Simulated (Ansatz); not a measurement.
# Work function of Al(100): what the settings cost and change

Aim: the numerical settings behind the work function of Al(100), with the cost of each.

Method: plane-wave DFT, PBE, Ansatz PAW, in Ansatz 0.2.0.

**What experiment says.**

For Al (clean (100) face, a compiled value), “Properties of real metallic surfaces: Effects of density functional semilocality and van der Waals nonlocality” (2017, arxiv:1702.08515) quotes earlier work: work function (clean (100) face, a compiled value) 4.32 eV.

This is a report of a sequence of runs, with most program output left out.

### 1. The structure

The cell holds 7 atoms: 7 Al. Its edges and angles: a = 2.864 Å, b = 2.864 Å, c = 30.150 Å, α = 90.0°, β = 90.0°, γ = 90.0°. Vacuum lies along c.

### 2. Run, setting cutoff 200 eV

A work function rests on the faint tail of the density, so the SCF threshold is tight. The cutoff is raised first; then mesh and smearing are varied at the default cutoff.

input.yaml reads:

```yaml
crystal:
  lattice:
    - [2.8637824638, 0.0, 0.0]
    - [0.0, 2.8637824638, 0.0]
    - [0.0, 0.0, 30.15]
  atoms:
    - { symbol: Al, position: [0.0, 0.0, 0.2985074627] }
    - { symbol: Al, position: [0.5, 0.5, 0.3656716418] }
    - { symbol: Al, position: [0.0, 0.0, 0.4328358209] }
    - { symbol: Al, position: [0.5, 0.5, 0.5] }
    - { symbol: Al, position: [0.0, 0.0, 0.5671641791] }
    - { symbol: Al, position: [0.5, 0.5, 0.6343283582] }
    - { symbol: Al, position: [0.0, 0.0, 0.7014925373] }
kpoints:
  mp_grid: { grid: [14, 14, 1] }
hamiltonian:
  xc: pbe
scf:
  occupations: { method: fermi_dirac, width: 0.1 }
  convergence: { dr2_threshold: 1.0e-09 }
efield:
  axis: 3
  dipole_correction: true
  ramp_position: 0.97
  ramp_width: 0.06
basis:
  ecutwfc: "200 eV"
output:
  write_potential: true
  write_density: true
  volumetric_format: npy
  elf: true
```

Run with:

```console
$ ansatz run input.yaml --threads 2 --pin off --max-ram 3072MiB --backend cpu --events-out ev --progress --plain --runs-dir out
```

Run time: 9.9 s. Hardware: 2 threads of Arm Neoverse N1, shared host; peak memory 0.31 GiB; 16 s of CPU time.

Numbers from this step:

| Item | Value |
| --- | --- |
| energy at zero smearing | -3759.7265 eV |
| work function, upper face | 4.173 eV |

Running mean over 2.025 Å of the planar mean; the ramp of the sawtooth is left out. Table of electron's electrostatic potential energy less the Fermi level by z:

```
z (Å)  electron's electrostatic potential energy less the Fermi level (eV)
    4                                                                 4.17
    5                                                                 4.17
    6                                                                 4.11
    7                                                                 3.36
    8                                                               -0.634
    9                                                                -4.32
   10                                                                -4.71
   11                                                                -4.76
   12                                                                -4.76
   13                                                                -4.74
   14                                                                -4.73
   15                                                                -4.73
   16                                                                -4.73
   17                                                                -4.74
   18                                                                -4.76
   19                                                                -4.76
   20                                                                -4.72
   21                                                                -4.47
   22                                                                -1.36
   23                                                                 3.03
   24                                                                 4.07
   25                                                                 4.16
   26                                                                 4.17
   27                                                                 4.17
```

Valence density in the ca plane at fractional y = 0.000, with atoms of Al within 0.2 Å of it. It is the smooth field of the valence electrons, not physical close to the nuclei.

Ten even steps from '0' (0.00 e/Å³) to '9' (0.22 e/Å³), each cell a mean:
```
86556884347975568853469765678634564100000000
87667897679976678986799766789877763100000000
88888899999888888999998888889999852100000000
88988889998888888899998888888999742100000000
88888899999888888999998888888999742100000000
87777899899977778998899877789988863100000000
87667896458976668964579766689755664100000000
86556874336865568843368755678533564200000000
```
Columns run along c (16.0 Å, from fractional 0.34 to 0.87 of the cell), rows up along a (2.9 Å). Atoms in or near the plane, at fractional coordinates: Al at (0.43, 0.00), Al at (0.57, 0.00), Al at (0.70, 0.00).

Electrostatic potential energy in the ca plane at fractional y = 0.000, with atoms of Al within 0.2 Å of it. With pseudopotentials it is smooth inside the atoms' cores, unlike the true potential.

Values in eV, 5 rows by 16 columns, each cell a mean:
```
  1   2 -11 -12   1   3 -10 -13   0   3 -10 -12  -1   5   6   6
  2   2  -3  -6   2   2  -3  -6   1   2  -2  -7   3   5   6   6
  2   1   1   0   2   1   1   0   2   1   2   0   4   6   6   6
  2   2  -7 -10   1   2  -6 -11   1   2  -5 -12   2   5   6   6
  1   2 -11 -11   0   3 -10 -10  -1   3 -10 -10  -2   5   6   6
```
Columns run along c (16.0 Å, from fractional 0.34 to 0.87 of the cell; values clipped at the 3rd and 97th percentile), rows up along a (2.9 Å). Atoms in or near the plane, at fractional coordinates: Al at (0.43, 0.00), Al at (0.57, 0.00), Al at (0.70, 0.00).

ELF in the ca plane at fractional y = 0.000, with atoms of Al within 0.2 Å of it. It is the smooth field of the valence electrons, not physical close to the nuclei.

Ten even steps from '0' (0.00) to '9' (0.80), each cell a mean:
```
54334641213643346512136533455224599852000000
65545774236764457743367654567545799641000000
66666677777766667777777666667789997520000000
77766777777777777777777667777789986410000000
77666777777766667777777666777789987420000000
66556776557765567765577655667667998631000000
65445652125754346621147544466323699741000000
54334531722543235416325433344157499852000000
```
Columns run along c (16.0 Å, from fractional 0.34 to 0.87 of the cell), rows up along a (2.9 Å). Atoms in or near the plane, at fractional coordinates: Al at (0.43, 0.00), Al at (0.57, 0.00), Al at (0.70, 0.00).

The work function is 4.173 eV.

### 3. Run

input.yaml: that of step 2 with these lines changed.

```diff
@@ -26,3 +26,3 @@
 basis:
-  ecutwfc: "200 eV"
+  ecutwfc: "300 eV"
 output:
@@ -31,2 +31 @@
   volumetric_format: npy
-  elf: true
```

Wall time 17 s (2 threads); peak memory 0.38 GiB.

The work function is 4.238 eV, +0.065 eV from the run “cutoff 200 eV”, at 1.8 times its CPU time.

### 4. Run

input.yaml: that of step 3 with these lines changed.

```diff
@@ -26,3 +26,3 @@
 basis:
-  ecutwfc: "300 eV"
+  ecutwfc: "420 eV"
 output:
```

Wall time 22 s (2 threads); peak memory 0.46 GiB.

The work function is 4.245 eV, +0.072 eV from the run “cutoff 200 eV”, at 2.4 times its CPU time.

### 5. Run

input.yaml: that of step 4 with these lines changed.

```diff
@@ -26,3 +26,3 @@
 basis:
-  ecutwfc: "420 eV"
+  ecutwfc: "600 eV"
 output:
```

Elapsed: 36 s, on 2 threads; peak memory 0.65 GiB; 63 s of CPU time.

The work function is 4.245 eV, +0.000 eV from the run “cutoff 420 eV”, at 1.6 times its CPU time.

### 6. Run

input.yaml: that of step 5 with these lines changed.

```diff
@@ -14,3 +14,3 @@
 kpoints:
-  mp_grid: { grid: [14, 14, 1] }
+  mp_grid: { grid: [2, 2, 1] }
 hamiltonian:
@@ -25,4 +25,2 @@
   ramp_width: 0.06
-basis:
-  ecutwfc: "600 eV"
 output:
```

Wall time 3 s (2 threads); peak memory 0.35 GiB.

The work function is 3.884 eV, -0.360 eV from the run “cutoff 420 eV”, at 0.085 times its CPU time.

### 7. Slab

input.yaml: that of step 6 with these lines changed.

```diff
@@ -14,3 +14,3 @@
 kpoints:
-  mp_grid: { grid: [2, 2, 1] }
+  mp_grid: { grid: [5, 5, 1] }
 hamiltonian:
```

It took 5 s on 2 threads; peak memory 0.35 GiB.

The work function is 4.234 eV, -0.010 eV from the run “cutoff 420 eV”, at 0.18 times its CPU time.

### 8. Slab

input.yaml: that of step 7 with these lines changed.

```diff
@@ -14,3 +14,3 @@
 kpoints:
-  mp_grid: { grid: [5, 5, 1] }
+  mp_grid: { grid: [9, 9, 1] }
 hamiltonian:
```

Run time: 11 s. Hardware: 2 threads; peak memory 0.39 GiB.

The work function is 4.263 eV, +0.018 eV from the run “cutoff 420 eV”, at 0.42 times its CPU time.

### 9. Slab

input.yaml: that of step 8 with these lines changed.

```diff
@@ -14,3 +14,3 @@
 kpoints:
-  mp_grid: { grid: [9, 9, 1] }
+  mp_grid: { grid: [21, 21, 1] }
 hamiltonian:
```

Wall time 41 s (2 threads); peak memory 0.61 GiB.

The work function is 4.228 eV, -0.016 eV from the run “cutoff 420 eV”, at 1.8 times its CPU time.

### 10. Run

input.yaml: that of step 9 with these lines changed.

```diff
@@ -14,3 +14,3 @@
 kpoints:
-  mp_grid: { grid: [21, 21, 1] }
+  mp_grid: { grid: [14, 14, 1] }
 hamiltonian:
@@ -18,3 +18,3 @@
 scf:
-  occupations: { method: fermi_dirac, width: 0.1 }
+  occupations: { method: gaussian, width: 0.05 }
   convergence: { dr2_threshold: 1.0e-09 }
```

Wall time 24 s (2 threads); peak memory 0.46 GiB.

The work function is 4.282 eV, +0.038 eV from the run “cutoff 420 eV”, at 1.0 times its CPU time.

### 11. Slab

input.yaml: that of step 10 with these lines changed.

```diff
@@ -18,3 +18,3 @@
 scf:
-  occupations: { method: gaussian, width: 0.05 }
+  occupations: { method: methfessel_paxton, width: 0.2 }
   convergence: { dr2_threshold: 1.0e-09 }
```

The job ended after 22 s (2 threads; peak memory 0.46 GiB; 38 s of CPU time).

The work function is 4.257 eV, +0.013 eV from the run “cutoff 420 eV”, at 0.97 times its CPU time.

### 12. Run

input.yaml: that of step 11 with these lines changed.

```diff
@@ -18,3 +18,3 @@
 scf:
-  occupations: { method: methfessel_paxton, width: 0.2 }
+  occupations: { method: fermi_dirac, width: 0.3 }
   convergence: { dr2_threshold: 1.0e-09 }
```

It took 26 s on 2 threads; peak memory 0.49 GiB; 44 s of CPU time.

The work function is 4.287 eV, +0.042 eV from the run “cutoff 420 eV”, at 1.1 times its CPU time.

### 13. Run

input.yaml: that of step 12 with these lines changed.

```diff
@@ -18,3 +18,3 @@
 scf:
-  occupations: { method: fermi_dirac, width: 0.3 }
+  occupations: { method: cold, width: 0.1 }
   convergence: { dr2_threshold: 1.0e-09 }
```

Elapsed: 24 s, on 2 threads; peak memory 0.46 GiB.

The work function is 4.269 eV, +0.024 eV from the run “cutoff 420 eV”, at 1.0 times its CPU time.

### 14. Comparing the runs

Times are for 2 threads of Arm Neoverse N1, shared host. The series side by side:

```
no.                            setting  work function, upper face (eV)   time  memory (GiB)
  1                      cutoff 200 eV                           4.173  9.9 s          0.31
  2                      cutoff 300 eV                           4.238   17 s          0.38
  3                      cutoff 420 eV                           4.245   22 s          0.46
  4                      cutoff 600 eV                           4.245   36 s          0.65
  5                           mesh 2x2                           3.884    3 s          0.35
  6                           mesh 5x5                           4.234    5 s          0.35
  7                           mesh 9x9                           4.263   11 s          0.39
  8                         mesh 21x21                           4.228   41 s          0.61
  9          Gaussian smearing 0.05 eV                           4.282   24 s          0.46
 10  methfessel_paxton smearing 0.2 eV                           4.257   22 s          0.46
 11        fermi_dirac smearing 0.3 eV                           4.287   26 s          0.49
 12               cold smearing 0.1 eV                           4.269   24 s          0.46
```

### 15. The same run with other settings

An input spoilt on purpose, to show how the run answers: it repeats the earlier run “cutoff 200 eV” with efield.axis from 3 to 0, and scf.max_iter set to 100; its output block differs too.

input.yaml: that of step 13 with these lines changed.

```diff
@@ -18,6 +18,7 @@
 scf:
-  occupations: { method: cold, width: 0.1 }
+  occupations: { method: fermi_dirac, width: 0.1 }
   convergence: { dr2_threshold: 1.0e-09 }
+  max_iter: 100
 efield:
-  axis: 3
+  axis: 0
   dipole_correction: true
@@ -25,2 +26,4 @@
   ramp_width: 0.06
+basis:
+  ecutwfc: "200 eV"
 output:
```

It took 0.02 s on 2 threads; peak memory 0.06 GiB.

The input was rejected at the start.

The program's message: “Error: invalid value for `efield.axis`: must be in [1, 3]; got 0”

The fault put into the input: an axis of 0, outside the range 1 to 3.

### 16. Outcome

```yaml
work_function_cutoff_420_ev: 4.245 eV
work_function_cutoff_600_ev: 4.245 eV
work_function_mesh_2x2: 3.884 eV
work_function_fermi_dirac_smearing_0p3_ev: 4.287 eV
```

**Reading.** The run at the highest cutoff gives 4.24 eV, and the settings tried spread the value from 3.88 to 4.29 eV. Against 600 eV, a cutoff of 200 eV is off by -0.072 eV. Against 600 eV, a cutoff of 420 eV is off by -0.000 eV. Against the finest mesh, 21 points along a, the coarser ones are off by -0.34 (2), +0.01 (5) and +0.03 (9) eV. The smearing schemes and widths spread it over 0.04 eV. The ladder's slabs use the tabulated experimental lattice constant (two decimals; a low-temperature value for the alkali metals).

Computed beside measured:

```
                                               quantity  measured    cutoff 600 eV
work function (clean (100) face, a compiled value) (eV)      4.32  4.24 (-0.08 eV)
```

Measured values from arxiv:1702.08515 (2017).

Verdict: The work function is off by -0.08 eV: good agreement. The grades are ours: good and fair within 3 and 7 % for the work function. No cell relaxation is part of this session.

[Logs are printed without paths, hosts, clocks, repeated set-up lines and the standing remarks that a program may print on its own settings, such as how far it seeks lower states.]

[Hosts, paths, dates, database ids (printed as entryN), source tags and the programs' standing remarks are cut or masked in the printed files.]

[Maps of the electrostatic potential energy from Ansatz leave out the sawtooth potential of an applied field or a dipole correction, so their vacuum need not be flat; planar profiles and work functions include it.]
